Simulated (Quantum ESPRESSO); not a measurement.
# NaCl (Fm-3m): the LO frequency by hand

Wanted: the LO mode of NaCl (Fm-3m) from the TO mode and the field response.

Calculated with Quantum ESPRESSO 7.5; DFT LDA, scalar-relativistic, plane waves, PseudoDojo norm-conserving pseudopotentials.

The database entry behind the starting cell differs from later determinations by our own check (an axis about 0.4 % short against later determinations), so it need not match the best structure at ambient conditions.

## Step 1: The relaxed structure

Symmetry: Fm-3m, No. 225, cubic system. Conventional cell: a = 5.466 Å, b = 5.466 Å, c = 5.466 Å, α = 90.00°, β = 90.00°, γ = 90.00°. Nearest to Na lie 6 Cl at 2.73 Å. Nearest to Cl lie 6 Na at 2.73 Å. Farther neighbours and most contacts between anions are not listed.

Structure file:

```
Na Cl
1.0
    -2.73295    0.00000    2.73295
     0.00000    2.73295    2.73295
    -2.73295    2.73295    0.00000
Na Cl
1 1
Direct
  0.00000 0.00000 0.00000
  0.50000 0.50000 0.50000
```

This is the cell after its relaxation at this level of theory, not the database cell from which that began.

## Step 2: What the response run gave

A linear-response run on the relaxed cell, with the response to an electric field; only its zone-centre results are used. Cutoff 97 Ry, k mesh 8×8×8.

Log:

```text
[banners, grids, parts of the stress and lines that vanish by symmetry left out]
Program PHONON v.7.5
     Reading xml data from directory:

[...]
Exchange-correlation= PW
                           (   1   4   0   0   0   0   0)
[...]
kinetic-energy cut-off    =      97.0000  Ry
     charge density cut-off    =     388.0000  Ry
     convergence threshold     =      1.0E-18
[...]
Exchange-correlation= PW
                           (   1   4   0   0   0   0   0)
[...]
q = (   0.0000000   0.0000000   0.0000000 )
     49 Sym.Ops. (with q -> -q+G )
     G cutoff = 1048.5615  (  35629 G-vectors)     FFT grid: ( 45, 45, 45)
     number of k points=    29
[...]
Mode symmetry, O_h (m-3m)  point group:
[...]
Dielectric constant
[...]
End of electric fields calculation
          Dielectric constant in cartesian axis
          (       2.677455638       0.000000000       0.000000000 )
          (       0.000000000       2.677455638      -0.000000000 )
          (       0.000000000      -0.000000000       2.677455638 )
          Effective charges (d Force / dE) in cartesian axis without acoustic sum rule applied (asr)
           atom    1  Na    Mean Z*:        1.07338
      Ex  (        1.07338       -0.00000       -0.00000 )
      Ey  (       -0.00000        1.07338       -0.00000 )
      Ez  (       -0.00000       -0.00000        1.07338 )
           atom    2  Cl    Mean Z*:       -1.07382
      Ex  (       -1.07382       -0.00000        0.00000 )
      Ey  (       -0.00000       -1.07382       -0.00000 )
      Ez  (        0.00000       -0.00000       -1.07382 )
          Effective charges Sum: Mean:       -0.00045
[...]
Effective charges (d Force / dE) in cartesian axis with asr applied:
           atom    1  Na    Mean Z*:        1.07360
[...]
atom    2  Cl    Mean Z*:       -1.07360
[...]
Representation #   1 modes #   1   2   3
[...]
End of self-consistent calculation
     Convergence has been achieved
     Representation #   2 modes #   4   5   6
[...]
End of self-consistent calculation
     Convergence has been achieved
[...]
Dielectric constant in cartesian axis
          (       2.677455638       0.000000000       0.000000000 )
          (       0.000000000       2.677455638      -0.000000000 )
          (       0.000000000      -0.000000000       2.677455638 )
          Effective charges (d Force / dE) in cartesian axis without acoustic sum rule applied (asr)
           atom    1  Na    Mean Z*:        1.07338
      Ex  (        1.07338       -0.00000       -0.00000 )
      Ey  (       -0.00000        1.07338       -0.00000 )
      Ez  (       -0.00000       -0.00000        1.07338 )
           atom    2  Cl    Mean Z*:       -1.07382
      Ex  (       -1.07382       -0.00000        0.00000 )
      Ey  (       -0.00000       -1.07382       -0.00000 )
      Ez  (        0.00000       -0.00000       -1.07382 )
          Effective charges Sum: Mean:       -0.00045
[...]
Effective charges (d Force / dE) in cartesian axis with asr applied:
           atom    1  Na    Mean Z*:        1.07360
[...]
atom    2  Cl    Mean Z*:       -1.07360
[...]
q = (    0.000000000   0.000000000   0.000000000 )
[...]
freq (    1) =       0.112350 [THz] =       3.747579 [cm-1]
     freq (    2) =       0.112350 [THz] =       3.747579 [cm-1]
     freq (    3) =       0.112350 [THz] =       3.747579 [cm-1]
     freq (    4) =       5.652087 [THz] =     188.533322 [cm-1]
     freq (    5) =       5.652087 [THz] =     188.533322 [cm-1]
     freq (    6) =       5.652087 [THz] =     188.533322 [cm-1]
[...]
Mode symmetry, O_h (m-3m)  point group:
     freq (   1-   3) =          3.7  [cm-1]   --> T_1u G_15  G_4- I
     freq (   4-   6) =        188.5  [cm-1]   --> T_1u G_15  G_4- I

   JOB DONE.
```

| quantity | value |
| --- | --- |
| cell volume Ω (Å³) | 40.825 |
| mass of Na (u) | 22.990 |
| mass of Cl (u) | 35.450 |
| Born charge of Na, raw (e) | 1.073 |
| Born charge of Cl, raw (e) | -1.074 |
| ε∞ | 2.678 |
| ω(TO) after the sum rule (cm⁻¹) | 188.5 |

## Step 3: The calculation

The charges must sum to zero over the cell; taking off their mean, 0.000 e, leaves Z* = 1.074 e on Na. In the polar mode Na moves against Cl, so the reduced mass is μ = 22.99 × 35.45 / 58.44 = 13.946 u.

A longitudinal wave builds up a field that adds to the restoring force: ω(LO)² = ω(TO)² + 4π Z*² / (μ Ω ε∞), in Hartree atomic units. With μ = 25422 electron masses and Ω = 275.50 bohr³ the second term is 7.7240e-07 Ha², or 37206 cm⁻² (1 Ha = 219474.6 cm⁻¹).

So ω(LO) = √(35521 + 37206) = 269.7 cm⁻¹, and by the Lyddane-Sachs-Teller relation ε₀ = ε∞ (ω(LO)/ω(TO))² = 5.48.

## Step 4: Check against the program

The analysis program adds the same non-analytic term to the full matrix, here for q along (1 0 0).

Log:

```text
[banner, memory and clock lines left out]
Program DYNMAT v.7.5

     Reading Dynamical Matrix from file g.dyn
     ...Force constants read
     ...epsilon and Z* read

     Polarizability (A^3 units)
     multiply by 0.641374 for Clausius-Mossotti correction
         5.449636    0.000000    0.000000
         0.000000    5.449636   -0.000000
         0.000000   -0.000000    5.449636

     IR activities are in (D/A)^2/amu units

# mode   [cm-1]    [THz]      IR
    1     -0.00   -0.0000    0.0000
    2     -0.00   -0.0000    0.0000
    3     -0.00   -0.0000    0.0000
    4    188.47    5.6503    1.9068
    5    188.47    5.6503    1.9068
    6    269.68    8.0849    1.9068
```

ε₀ comes from the program's run without a direction of q.

| quantity | by hand | program |
| --- | --- | --- |
| ω(LO) (cm⁻¹) | 269.7 | 269.7 |
| ε₀ | 5.48 | 5.48 |

## Step 5: Outcome

```json
{"TO mode": "188.5 cm⁻¹", "LO mode": "269.7 cm⁻¹", "static dielectric constant": "5.482"}
```

In words: The LO mode of NaCl (Fm-3m) lies at 270 cm⁻¹, 81 cm⁻¹ above the TO mode; the formula meets the program within 0.1 cm⁻¹, as it must for a cubic crystal with one polar mode. ω(LO)² − ω(TO)² goes with Z*²/ε∞: an error of 5 % in ε∞ would move the LO mode by 3.3 cm⁻¹, and semilocal functionals tend to overestimate ε∞. These are harmonic values at zero temperature, at the volume of this functional, for the structure held cubic; stability elsewhere in the zone is no part of this calculation.

[Host names and launcher messages were left out of these logs when they were recorded.]

[Logs are printed without paths, hosts, clocks, repeated set-up lines and the standing remarks that a program may print on its own settings, such as how far it seeks lower states.]

[Hosts, paths, dates, database ids (printed as entryN), source tags and the programs' standing remarks are cut or masked in the printed files.]
